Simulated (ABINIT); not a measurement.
# Quasiparticle gap of RbBH4 (F-43m) in ABINIT, part 3 of 3

Aim: the G0W0 gap of RbBH4 (F-43m) on PBEsol, step by step.

ABINIT 10.8.3; PBEsol and many-body steps on it, plane waves. Known limits of the many-body steps: not at the basis limit; no spin-orbit coupling; coarse k mesh.

So far. Step 4 (Empty states on the mesh, 2×2×2 mesh, 68 bands): On this mesh the gap is 5.909 eV. Step 5 (Screening, 2×2×2 mesh, 62 bands, screening to 106.1 eV): Local fields lower ε∞ by 13 %. On a Γ-centred mesh this coarse the value itself is usually too large, while a short band sum pulls it down.

**6. Self-energy, 2×2×2 mesh, 62 bands, screening to 106.1 eV**

The self-energy is evaluated for the states that the input lists, and the levels follow from it, in one-shot runs by the linearised quasiparticle equation.

This step: G0W0 on PBEsol, plane waves, norm-conserving pseudopotentials.

File run.abi:

```
acell 3*1.0 Angstrom
rprim 
  -0.000000000000 3.453240220000 3.453240220000
  3.453240220000 -0.000000000000 3.453240220000
  3.453240220000 3.453240220000 -0.000000000000
ntypat 3
znucl 37 5 1
natom 6
typat 1 2 3 3 3 3
xred 
  0.000000000000 0.000000000000 0.000000000000
  0.500000000000 0.500000000000 0.500000000000
  0.602415200000 0.602415200000 0.602415200000
  0.192754400000 0.602415200000 0.602415200000
  0.602415200000 0.602415200000 0.192754400000
  0.602415200000 0.192754400000 0.602415200000
pp_dirpath "pseudos"
pseudos "Rb.upf, B.upf, H.upf"
ecut 34
ngkpt 2 2 2
nshiftk 1
shiftk 0 0 0
kptopt 1
chksymbreak 0
istwfk *1
occopt 1
irdwfk 1
optdriver 4
nband 62
gwcalctyp 0
ecutsigx 34
symsigma 1
nkptgw 2
kptgw 
  0.0000000000 0.0000000000 0.0000000000
  0.5000000000 0.5000000000 0.0000000000
bdgw 
  6 12
  7 10
ecuteps 3.9
irdscr 1
ppmodel 1
indata_prefix "in"
outdata_prefix "out"
tmpdata_prefix "tmp"
```

The run is started by

```sh
> OMP_NUM_THREADS=1 mpirun -n 4 abinit run.abi > log
```

Numbers of over 12 decimals in the logs are rounded to 6 here.

The log of the run:

```text
.Version 10.8.3 of ABINIT. v10.8.2 released Aug 2026.

 Symmetries : space group F-4 3 m (#216); Bravais cF (face-center cubic)
[... echo of the input left out ...]
== DATASET  1 ==================================================================
-   mpi_nproc: 4, omp_nthreads: 1 (-1 if OMP is not activated)

--- !DatasetInfo
iteration_state: {dtset: 1, }
dimensions: {natom: 6, nkpt: 3, mband: 62, nsppol: 1, nspinor: 1, nspden: 1, mpw: 5290, }
cutoff_energies: {ecut:  34.0, pawecutdg:  -1.0, }
electrons: {nelect:   1.60000000E+01, charge:   0.00000000E+00, occopt:   1.00000000E+00, tsmear:   1.00000000E-02, }

 SIGMA: Calculation of the GW corrections

 Based on a program developped by R.W. Godby, V. Olevano, G. Onida, and L. Reining.
 Incorporated in ABINIT by V. Olevano, G.-M. Rignanese, and M. Torrent.
.Using double precision arithmetic ; gwpc =  8

[... cell and pseudopotentials left out ...]
--------------------------------------------------------------------------------

 ==== K-mesh for the wavefunctions ====
 Number of points in the irreducible wedge :     3
[... list of points left out ...]
 Together with 24 symmetry operations and time-reversal symmetry
 yields     8 points in the full Brillouin Zone.

 ==== Q-mesh for screening function ====
 Number of points in the irreducible wedge :     3
[... list of points left out ...]
 Together with 24 symmetry operations and time-reversal symmetry
 yields     8 points in the full Brillouin Zone.

 vcoul_init : cutoff-mode = AUXILIARY_FUNCTION
 q-points for optical limit:   1
     1)      0.000010    0.000020    0.000030
 setmesh: FFT mesh size selected  =    50x   50x   50
          total number of points  =       125000

 Number of electrons calculated from density =   16.0000; Expected =   16.0000
 average of density, n =  0.028788
 r_s =    2.0241
 omega_plasma =   16.3667 [eV]

 === KS Band Gaps ===
  >>>> For spin  1
   Minimum direct gap =   6.0181 [eV], located at k-point      :   0.5000  0.5000  0.0000
   Fundamental gap    =   5.9086 [eV], Top of valence bands at :   0.0000  0.0000  0.0000
                                       Bottom of conduction at :   0.5000  0.5000  0.0000
 SIGMA fundamental parameters:
 PLASMON POLE MODEL  1
 number of plane-waves for SigmaX                 5209
 number of plane-waves for SigmaC and W            181
 number of plane-waves for wavefunctions          5209
 number of bands                                    62
 number of independent spin polarizations            1
 number of spinorial components                      1
 number of k-points in IBZ                           3
 number of q-points in IBZ                           3
 number of symmetry operations                      24
 number of k-points in BZ                            8
 number of q-points in BZ                            8
 number of frequencies for dSigma/dE                 9
 frequency step for dSigma/dE [eV]                0.25
 number of omega for Sigma on real axis              0
 max omega for Sigma on real axis  [eV]           0.00
 zcut for avoiding poles [eV]                     0.10

 EPSILON^-1 parameters (SCR file):
 dimension of the eps^-1 matrix on file            181
 dimension of the eps^-1 matrix used               181
 number of plane-waves for wavefunctions          5209
 number of bands                                    62
 number of q-points in IBZ                           3
 number of frequencies                               2
 number of real frequencies                          1
 number of imag frequencies                          1

 matrix elements of self-energy operator (all in [eV])

 Perturbative Calculation

--- !SelfEnergy_ee
iteration_state: {dtset: 1, }
kpoint     : [   0.000,    0.000,    0.000, ]
spin       : 1
KS_gap     :    6.167
QP_gap     :    8.921
Delta_QP_KS:    2.754
data: !SigmaeeData |
     Band     E0 <VxcDFT>   SigX SigC(E0)      Z dSigC/dE  Sig(E)    E-E0       E
        6  -2.776 -12.269 -16.117   2.156   0.822  -0.216 -13.660  -1.391  -4.167
        7  -2.776 -12.269 -16.117   2.156   0.822  -0.216 -13.660  -1.391  -4.167
        8  -2.776 -12.269 -16.117   2.156   0.822  -0.216 -13.660  -1.391  -4.167
        9   3.392  -7.687  -3.475  -2.634   0.864  -0.158  -6.325   1.363   4.754
       10   4.738  -7.771  -3.324  -2.544   0.871  -0.149  -6.114   1.657   6.395
       11   4.738  -7.771  -3.324  -2.544   0.871  -0.149  -6.114   1.657   6.395
       12   4.738  -7.771  -3.324  -2.544   0.871  -0.149  -6.114   1.657   6.395

--- !SelfEnergy_ee
iteration_state: {dtset: 1, }
kpoint     : [   0.500,    0.500,    0.000, ]
spin       : 1
KS_gap     :    6.018
QP_gap     :    8.707
Delta_QP_KS:    2.689
data: !SigmaeeData |
     Band     E0 <VxcDFT>   SigX SigC(E0)      Z dSigC/dE  Sig(E)    E-E0       E
        7  -2.885 -12.215 -16.036   2.128   0.823  -0.215 -13.609  -1.394  -4.279
        8  -2.885 -12.215 -16.036   2.128   0.823  -0.215 -13.609  -1.394  -4.279
        9   3.133  -6.780  -2.852  -2.448   0.875  -0.142  -5.485   1.295   4.428
       10   5.481  -7.575  -3.010  -2.805   0.868  -0.153  -6.048   1.527   7.008

== END DATASET(S) ==============================================================
================================================================================

 -outvars: echo values of variables after computation  --------
           etotal      0.0000000000E+00
            nband          62
             nkpt           3
          spgroup         216
 [... the other variables as echoed above ...]

 Calculation completed.
```

It took 4.5 s on 4 MPI ranks of Arm Neoverse V1, shared host; peak memory 0.58 GiB.

This step gave:

- G0W0 gap on the points computed: 8.595 eV
- starting gap on the mesh: 5.909 eV
- k of the valence top: 0, 0, 0
- k of the conduction bottom: 0.5, 0.5, 0
- Z at the valence top: 0.822
- Z at the conduction bottom: 0.875
- least direct G0W0 gap on the computed points: 8.707 eV

The gap on the mesh goes from 5.91 eV to 8.59 eV, a correction of +2.69 eV.

Limits: finite bands, cutoff and mesh; no spin-orbit coupling; coarse k mesh. v1 is the top filled band, c1 the lowest empty one. The levels before and after the correction (eV, zero at the valence-band top of each column):

```
           conduction bottom  valence top
Kohn-Sham               5.91         0.00
     G0W0               8.60         0.00
```

```csv
,level,energy (eV)
Kohn-Sham,Γ v3-v1,0.000
Kohn-Sham,Γ c1,6.167
Kohn-Sham,Γ c2-c4,7.514
Kohn-Sham,(0.5 0.5 0) v2-v1,-0.110
Kohn-Sham,(0.5 0.5 0) c1,5.909
Kohn-Sham,(0.5 0.5 0) c2,8.256
G0W0,Γ v3-v1,0.000
G0W0,Γ c1,8.921
G0W0,Γ c2-c4,10.562
G0W0,(0.5 0.5 0) v2-v1,-0.112
G0W0,(0.5 0.5 0) c1,8.595
G0W0,(0.5 0.5 0) c2,11.175
```

**7. Where the time went**

Times are wall times on 4 MPI ranks of Arm Neoverse V1, shared host, good to a factor of about two.

```csv
step,time,share,memory (GiB)
ground state,18 s,27 %,0.4
bands along the symmetry lines,23 s,35 %,0.33
empty states on the mesh,16 s,24 %,0.3
screening,4.7 s,7 %,0.51
self-energy,4.5 s,7 %,0.58
```

**8. Summary of results**

| Item | Value |
| --- | --- |
| PBEsol gap | 5.91 eV, indirect |
| G0W0 gap on the mesh | 8.59 eV |
| GW settings | 2×2×2 mesh, 62 bands, screening to 106.1 eV, Godby-Needs plasmon pole |
| known limits | not at the basis limit; no spin-orbit coupling; coarse k mesh |

What this shows: G0W0 moves the gap on the mesh from 5.91 eV to 8.59 eV (+2.69 eV), with Z of 0.82 and 0.88 at the edges. Local fields lower the RPA ε∞ on this mesh from 2.68 to 2.33; a Γ-centred mesh this coarse tends to raise both, most where the direct gap is narrow, while a short band sum lowers them. Only 2 of the mesh's irreducible points were corrected, so a valley elsewhere could overtake. Bands and cutoff are finite, so the gap is not at the basis limit. The miss can reach some tenths of an eV and take either sign; the mesh is an error of its own. In the G0W0 run levels were corrected at 2 k points alone, so a gap called «on the mesh» is the least over those, and an edge elsewhere would be missed. The 2×2×2 mesh is coarse for this cell, which bears on the long-range parts of exchange and screening. The many-body steps are scalar-relativistic: spin-orbit coupling is not in them.

[Paths, hosts, dates, memory and timing lines, banners, echoed tables and standing remarks are left out of the program output.]

[Logs are printed without paths, hosts, clocks, repeated set-up lines and the standing remarks that a program may print on its own settings, such as how far it seeks lower states.]

[Runs of the session that timed out or met a known fault of the program may be left out.]

[Hosts, paths, dates, database ids (printed as entryN), source tags and the programs' standing remarks are cut or masked in the printed files.]

[G0W0 gaps are taken among the corrected bands and points alone; a level outside them can change the order at an edge.]

[Where Ansatz stands beside ABINIT at settings called matched, ABINIT's density can come from a denser mesh and the files from another edition; pairs whose starting gaps differed by over 0.03 eV were left out, so agreement reads better than it is.]
